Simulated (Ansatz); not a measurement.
**MgHF (built on the sites of a database entry of BaHI): a soft mode frozen in**

Aim: this structure of MgHF (built on the sites of a database entry of BaHI) is to be tested for unstable modes, and one is followed downhill.

Method: DFT PBEsol, scalar-relativistic, plane waves, PAW, in Ansatz 0.2.0.

Most raw output is cut from this account.

The structure was built from a prototype and need not be the compound's stable phase.

### Step 1. Starting point

The structure is tetragonal, space group P4/nmm (No. 129). Conventional cell: a = 3.247 Å, b = 3.247 Å, c = 5.038 Å, α = 90.00°, β = 90.00°, γ = 90.00°. Nearest to Mg lie 5 F at 1.98 to 2.43 Å and 4 H at 1.98 Å. Nearest to H lie 4 Mg at 1.98 Å. Nearest to F lie 5 Mg at 1.98 to 2.43 Å. Farther neighbours and most contacts between anions are not listed.

### Step 2. Response at finite wavevector

The cell comes from relaxations at this level that are not shown. Stability and thermal properties need the whole zone. Linear response on a 4×4×2 q mesh gives force constants as far as a supercell of that size would, and the tensors from the zone-centre run are typed in so that the long-range dipole term is interpolated apart.

File input.yaml:

```yaml
crystal:
  lattice:
    - [3.2471482844, 0.0, 0.0]
    - [0.0, 3.2471482844, 0.0]
    - [0.0, 0.0, 5.0382183931]
  atoms:
    - { symbol: Mg, position: [0.0, 0.5, 0.2243332709] }
    - { symbol: Mg, position: [0.5, 0.0, 0.7756667291] }
    - { symbol: H, position: [0.0, 0.0, 0.0] }
    - { symbol: H, position: [0.5, 0.5, 0.0] }
    - { symbol: F, position: [0.0, 0.5, 0.6168861077] }
    - { symbol: F, position: [0.5, 0.0, 0.3831138923] }
kpoints:
  mp_grid: { grid: [8, 8, 6] }
hamiltonian:
  xc: pbesol
scf:
  occupations: { method: fixed }
output:
  eigenvalues: true
phonons:
  method: dfpt
  qmesh: [4, 4, 2]
  temperatures: { t_max: 1000, t_step: 50 }
  qpath:
    path:
      - [[0.0, 0.0, 0.0], [0.0, 0.5, 0.0], [0.5, 0.5, 0.0], [0.0, 0.0, 0.0], [0.0, 0.0, 0.5], [0.0, 0.5, 0.5], [0.5, 0.5, 0.5], [0.0, 0.0, 0.5]]
      - [[0.0, 0.5, 0.0], [0.0, 0.5, 0.5]]
      - [[0.5, 0.5, 0.0], [0.5, 0.5, 0.5]]
    npoints: 10
  non_analytic_term:
    high_frequency_dielectric_tensor: [[3.2524, 0.0, 0.0], [0.0, 3.2524, 0.0], [0.0, 0.0, 2.8698]]
    born_effective_charges:
      - { species: Mg, tensor: [[2.0826, 0.0, 0.0], [0.0, 2.0826, 0.0], [0.0, 0.0, 2.0599]] }
      - { species: Mg, tensor: [[2.0826, 0.0, 0.0], [0.0, 2.0826, 0.0], [0.0, 0.0, 2.0599]] }
      - { species: H, tensor: [[-0.8863, 0.0, 0.0], [0.0, -0.8863, 0.0], [0.0, 0.0, -0.6063]] }
      - { species: H, tensor: [[-0.8863, 0.0, 0.0], [0.0, -0.8863, 0.0], [0.0, 0.0, -0.6063]] }
      - { species: F, tensor: [[-1.1963, 0.0, 0.0], [0.0, -1.1963, 0.0], [0.0, 0.0, -1.4535]] }
      - { species: F, tensor: [[-1.1963, 0.0, 0.0], [0.0, -1.1963, 0.0], [0.0, 0.0, -1.4535]] }
    source: "zone-centre run at this cell"
```

Run with:

```sh
$ ansatz run input.yaml --threads 8 --pin off --max-ram 14336MiB --backend cpu --events-out ev --progress --plain --runs-dir out
```

The job ended after 59 s (8 threads of AMD EPYC 9R45, shared host; peak memory 1.1 GiB).

Numbers from this step:

```
gap on the k-mesh                                       : 1.013 eV
volume per atom                                         : 8.854 Å³
sum-rule residual before enforcement                    : 2.14e-4 eV/Å²
lowest frequency on the path                            : -220.8 cm⁻¹
point group                                             : 4/mmm
highest frequency on the path or at a solved wavevector : 1415 cm⁻¹
highest optical mode at the zone centre (no LO-TO term) : 1348 cm⁻¹
lowest optical zone-centre mode                         : -136.2 cm⁻¹
lowest mode on the q mesh (acoustic modes at Γ apart)   : -220.8 cm⁻¹
```

Frequencies (cm⁻¹) solved at each irreducible wavevector; negative means imaginary. Frequencies by wavevector, by row:

```csv
q in reciprocal lattice units,star,mode 1,mode 2,mode 3,mode 4,mode 16,mode 17,mode 18
0 0 0,1,-136.2,-136.2,0,0,1225,1348,1348
0 0 -0.5,1,-132.3,-132.3,-78.6,-78.6,1326,1348,1348
0 0.25 0,4,-67.2,36.8,80.8,81.1,1199,1312,1324
0 0.25 -0.5,4,-115.9,-61.4,17.2,139.2,1246,1312,1323
0 -0.5 0,2,82.7,82.7,95.5,95.5,1201,1264,1264
0 -0.5 -0.5,2,-55.1,-55.1,88.7,88.7,1201,1257,1257
0.25 0.25 0,4,-189.3,84.6,129.2,134.8,1167,1310,1382
0.25 0.25 -0.5,4,-147.4,76.9,98,99.6,1197,1291,1381
0.25 -0.5 0,4,-144.8,-144.8,163.8,163.8,1098,1375,1375
0.25 -0.5 -0.5,4,-127.5,-127.5,130.4,130.4,1104,1371,1371
-0.5 -0.5 0,1,-220.8,-220.8,211.9,211.9,1096,1415,1415
-0.5 -0.5 -0.5,1,-157.5,-157.5,124.8,124.8,1096,1412,1412
```

Interpolated from a 4×4×2 q mesh, with the LO-TO term (at Γ the limit along the path; where Γ stands inside the path, tables give the limit on arrival). The phonon branches at the labelled points (cm⁻¹):

```csv
point,branch 1,branch 2,branch 3,branch 4,branch 15,branch 16,branch 17,branch 18
Γ,-136,0,0,0,1166,1225,1348,1348
halfway,-67,37,81,81,1192,1199,1312,1324
X,83,83,96,96,1201,1201,1264,1264
halfway,-145,-145,164,164,1098,1098,1375,1375
M,-221,-221,212,212,1096,1096,1415,1415
halfway,-189,85,129,135,1166,1167,1310,1382
Γ,-136,0,0,0,1166,1225,1348,1348
halfway,-134,-134,-61,-61,913,1325,1348,1348
Z,-132,-132,-79,-79,913,1326,1348,1348
halfway,-116,-61,17,139,1133,1246,1312,1323
R,-55,-55,89,89,1201,1201,1257,1257
halfway,-128,-128,130,130,1104,1104,1371,1371
A,-158,-158,125,125,1096,1096,1412,1412
halfway,-147,77,98,100,1167,1197,1291,1381
Z,-132,-132,-79,-79,913,1326,1348,1348
jump to X,83,83,96,96,1201,1201,1264,1264
halfway,44,44,86,86,1201,1201,1261,1261
R,-55,-55,89,89,1201,1201,1257,1257
jump to M,-221,-221,212,212,1096,1096,1415,1415
halfway,-196,-196,168,168,1096,1096,1413,1413
A,-158,-158,125,125,1096,1096,1412,1412
```

Symmetry leaves 12 wavevectors to solve. The lowest mode among them, the acoustic zeros apart, lies at q = (-0.5, -0.5, 0) and is imaginary, 220.8i cm⁻¹, so the energy falls along it.

### Step 3. The mode frozen in, largest atomic shift 0 Å

The mode followed lies at q = (-0.5, -0.5, -0.5) with frequency 157.5i cm⁻¹ and is 2-fold degenerate, one of the unstable modes though not the softest. At small amplitude the distorted cell has space group no. 121 by a symmetry search on the positions. The undistorted cell that holds it gives the zero of energy on the same k mesh.

System of this step: MgHF (built on the sites of a database entry of BaHI). The structure is tetragonal, space group P4/nmm (No. 129). The conventional cell has a = 3.247 Å, b = 3.247 Å, c = 5.038 Å, α = 90.00°, β = 90.00°, γ = 90.00°. Nearest to Mg lie 5 F at 1.98 to 2.43 Å and 4 H at 1.98 Å. Nearest to H lie 4 Mg at 1.98 Å. F has 5 Mg at 1.98 to 2.43 Å nearest. Farther neighbours and most contacts between anions are not listed.

File input.yaml:

```yaml
crystal:
  lattice:
    - [-3.2471482844, -3.2471482844, 0.0]
    - [-3.2471482844, 3.2471482844, 0.0]
    - [-3.2471482844, 0.0, -5.0382183931]
  atoms:
    - { symbol: Mg, position: [0.3621666355, 0.8621666355, 0.7756667291] }
    - { symbol: Mg, position: [0.8621666355, 0.3621666355, 0.7756667291] }
    - { symbol: Mg, position: [0.6378333645, 0.6378333645, 0.2243332709] }
    - { symbol: Mg, position: [0.1378333645, 0.1378333645, 0.2243332709] }
    - { symbol: H, position: [0.0, 0.0, 1.0] }
    - { symbol: H, position: [0.5, 0.5, 1.0] }
    - { symbol: H, position: [0.0, 0.5, 1.0] }
    - { symbol: H, position: [0.5, 0.0, 1.0] }
    - { symbol: F, position: [0.0584430539, 0.5584430539, 0.3831138923] }
    - { symbol: F, position: [0.5584430539, 0.0584430539, 0.3831138923] }
    - { symbol: F, position: [0.4415569461, 0.4415569461, 0.6168861077] }
    - { symbol: F, position: [0.9415569461, 0.9415569461, 0.6168861077] }
kpoints:
  mp_grid: { grid: [6, 6, 6] }
hamiltonian:
  xc: pbesol
scf:
  occupations: { method: gaussian, width: 0.02 }
output:
  forces: true
  stress: true
  eigenvalues: true
```

Elapsed: 0.44 s, on 8 threads; peak memory 0.61 GiB.

This step gave:

```yaml
pressure: 0.001052 GPa
gap_on_the_k_mesh: 1.012 eV
energy_from_the_undistorted_cell: 0 meV/atom
```

At this level the gap is 1.01 eV on the k-mesh of the self-consistent run, which can miss the band edges.

### Step 4. The mode frozen in, largest atomic shift 0.32 Å

The atoms are moved along the unstable eigenvector, the largest shift by 0.32 Å, with the cell fixed.

File input.yaml:

```yaml
crystal:
  lattice:
    - [-3.2471482844, -3.2471482844, 0.0]
    - [-3.2471482844, 3.2471482844, 0.0]
    - [-3.2471482844, 0.0, -5.0382183931]
  atoms:
    - { symbol: Mg, position: [0.3437008112, 0.8806324597, 0.7756667291] }
    - { symbol: Mg, position: [0.8806324597, 0.3437008112, 0.7756667291] }
    - { symbol: Mg, position: [0.6562991888, 0.6562991888, 0.2243332709] }
    - { symbol: Mg, position: [0.1193675403, 0.1193675403, 0.2243332709] }
    - { symbol: H, position: [0.0, 0.0, 1.0] }
    - { symbol: H, position: [0.5, 0.5, 1.0] }
    - { symbol: H, position: [0.0, 0.5, 1.0] }
    - { symbol: H, position: [0.5, 0.0, 1.0] }
    - { symbol: F, position: [0.0091690491, 0.6077170586, 0.3831138923] }
    - { symbol: F, position: [0.6077170586, 0.0091690491, 0.3831138923] }
    - { symbol: F, position: [0.3922829414, 0.3922829414, 0.6168861077] }
    - { symbol: F, position: [0.9908309509, 0.9908309509, 0.6168861077] }
kpoints:
  mp_grid: { grid: [6, 6, 6] }
hamiltonian:
  xc: pbesol
scf:
  occupations: { method: gaussian, width: 0.02 }
output:
  forces: true
  stress: true
  eigenvalues: true
```

Wall time 0.6 s (8 threads); peak memory 0.59 GiB; 3.8 s of CPU time.

Numbers from this step:

- pressure: 2.107 GPa
- gap on the k-mesh: 0.9743 eV
- energy from the undistorted cell: -15.01 meV/atom

The energy, extrapolated to zero smearing, is -15.01 meV/atom against the undistorted cell.

The run ends at a pressure of 2.11 GPa, with forces up to 0.46 eV/Å.

### Step 5. Energy along the mode, all amplitudes (two of the runs are shown above)

An imaginary frequency means negative curvature, so the energy should fall and then rise again as anharmonic terms take over.

Numbers from this step:

```yaml
depth_at_the_lowest_point_sampled: 15.01 meV/atom
largest_atomic_shift_at_that_point: 0.32 Å
```

Table of energy from the parent by largest atomic shift:

```csv
largest atomic shift (Å),energy from the parent (meV/atom)
0.000,0
0.040,-0.541
0.080,-2.11
0.140,-5.96
0.220,-12.1
0.320,-15.0
0.450,10.2
```

Displacement at unit largest shift by atom:

```csv
atom,x (Å),y (Å),z (Å),size
Mg1,0.00,0.38,0.00,0.38
Mg2,0.00,-0.38,0.00,0.38
Mg3,-0.38,0.00,0.00,0.38
Mg4,0.38,0.00,0.00,0.38
H5,0.00,0.00,0.00,0.00
H6,0.00,0.00,0.00,0.00
H7,0.00,0.00,0.00,0.00
H8,0.00,0.00,0.00,0.00
F9,0.00,1.00,0.00,1.00
F10,0.00,-1.00,0.00,1.00
F11,1.00,0.00,0.00,1.00
F12,-1.00,0.00,0.00,1.00
```

The lowest of the steps tried is at 0.32 Å, 15.0 meV/atom below the parent; the bottom of the well need not coincide with a step.

### Step 6. Relaxing from the distorted cell

Starting from the lowest point found, all atoms and the cell are let go, so that strain and other modes of the same symmetry can join in.

Edit input.yaml of step 4 so:

```diff
@@ -23,3 +23,3 @@
 scf:
-  occupations: { method: gaussian, width: 0.02 }
+  occupations: { method: fixed }
 output:
@@ -28 +28,6 @@
   eigenvalues: true
+relax:
+  adjacent_minimum: "off"
+  f_tol: 0.002
+  max_steps: 120
+  cell: { stress_tol: 0.03 }
```

The job ended after 10 s (8 threads; peak memory 0.66 GiB).

Step by step:

```csv
step,energy less that of the first step (eV),largest force component (eV/Å),pressure (GPa),volume (Å³)
1,0.0000,0.4585,2.11,106.25
2,-0.0665,0.2760,-0.26,109.97
3,-0.1363,0.1967,-1.55,113.60
4,-0.1582,0.1079,-0.13,113.58
5,-0.1624,0.0114,-0.13,113.18
6,-0.1629,0.0068,-0.03,113.07
7,-0.1627,0.0100,-0.02,113.13
8,-0.1629,0.0013,0.00,113.07
9*,-0.2098,0.0041,0.68,113.07
10,-0.2110,0.0236,0.26,114.34
11,-0.2084,0.0137,-0.20,115.12
12,-0.2099,0.0086,0.02,114.76
13,-0.2099,0.0032,0.00,114.77
14,-0.2099,0.0004,0.00,114.78
15*,-0.2166,0.0004,0.03,114.78
16,-0.2163,0.0016,0.01,114.87
17*,-0.2167,0.0016,0.01,114.87
```

Relaxation steps marked * repeat the geometry before them on a plane-wave basis chosen anew for their cell, so energy and pressure can jump there. Relaxation step 7 was tried and not accepted.

The run keeps the 8 symmetry operations that it works with, so distortions that break them were not tested.

```csv
"conventional cell, symmetrised",before,after,change
a (Å),4.592,4.843,+5.5 %
b (Å),4.592,4.843,+5.5 %
c (Å),10.076,9.797,-2.8 %
volume (Å³/atom),8.85,9.57,+8.1 %
```

The atoms that moved most (Å, as changes of fractional coordinates times the final cell):

```csv
atom,dx,dy,dz,length
F9,0.000,0.118,-0.096,0.152
F11,0.118,0.000,0.096,0.152
F10,0.000,-0.118,-0.096,0.152
F12,-0.118,0.000,0.096,0.152
Mg4,0.049,0.000,-0.008,0.050
Mg3,-0.049,0.000,-0.008,0.050
Mg2,0.000,-0.049,0.008,0.050
Mg1,0.000,0.049,0.008,0.050
```

Final coordinates:

```xyz
12
Lattice="-3.4242 -3.4242 0.0000 -3.4242 3.4242 0.0000 -3.4242 0.0000 -4.8985" Properties=species:S:1:pos:R:3 pbc="T T T"
Mg   -6.8484    1.8880   -3.7915
Mg   -6.8484   -1.8880   -3.7915
Mg   -5.3122    0.0000   -1.1069
Mg   -1.5362    0.0000   -1.1069
H    -3.4242    0.0000   -4.8985
H    -6.8484    0.0000   -4.8985
H    -5.1363    1.7121   -4.8985
H    -5.1363   -1.7121   -4.8985
F    -3.4242    2.1679   -1.9726
F    -3.4242   -2.1679   -1.9726
F    -4.6804    0.0000   -2.9259
F    -9.0163    0.0000   -2.9259
```

This step gave:

```
pressure          : 0.01038 GPa
gap on the k-mesh : 1.541 eV
volume per atom   : 9.572 Å³
```

The distorted start has space group I-42m; the relaxation ends in I-42m.

### Step 7. What came out

- unstable mode of the parent: q = (-0.5, -0.5, -0.5), 158i cm⁻¹
- depth at the lowest point sampled: 15.0 meV/atom
- largest atomic shift at that point: 0.32 Å
- space group reached (within 0.01 Å): I-42m
- energy gained over the parent (first relaxation, on the mesh of the frozen mode): 33.1 meV/atom
- volume per atom, phase reached: 9.57 Å³
- gap on the k-mesh, phase reached: 1.54 eV

**Reading.** Along this mode the structure falls into I-42m, 33.1 meV/atom below the parent. At the parent's cell the well is 15.01 meV/atom deep on the steps tried, with its lowest point at a shift of 0.32 Å. Relaxing atoms and cell changes the gain by +18.06 meV/atom against the lowest step (energies at zero smearing). The modes of the phase reached were not computed on this path. Of the 6 patterns followed to their end from this parent, this one ends 49.7 meV/atom above the lowest, Pbcm. Each path keeps the symmetry of its pattern, so a lower phase may lie along a pattern not tried. The program warns that the interpolation holds no quadrupole term, so branches close to Γ can be off in this crystal. The starting cell was built on a prototype and not taken from a measurement, so the phase need not exist.

[Logs are printed without paths, hosts, clocks, repeated set-up lines and the standing remarks that a program may print on its own settings, such as how far it seeks lower states.]

[Hosts, paths, dates, database ids (printed as entryN), source tags and the programs' standing remarks are cut or masked in the printed files.]
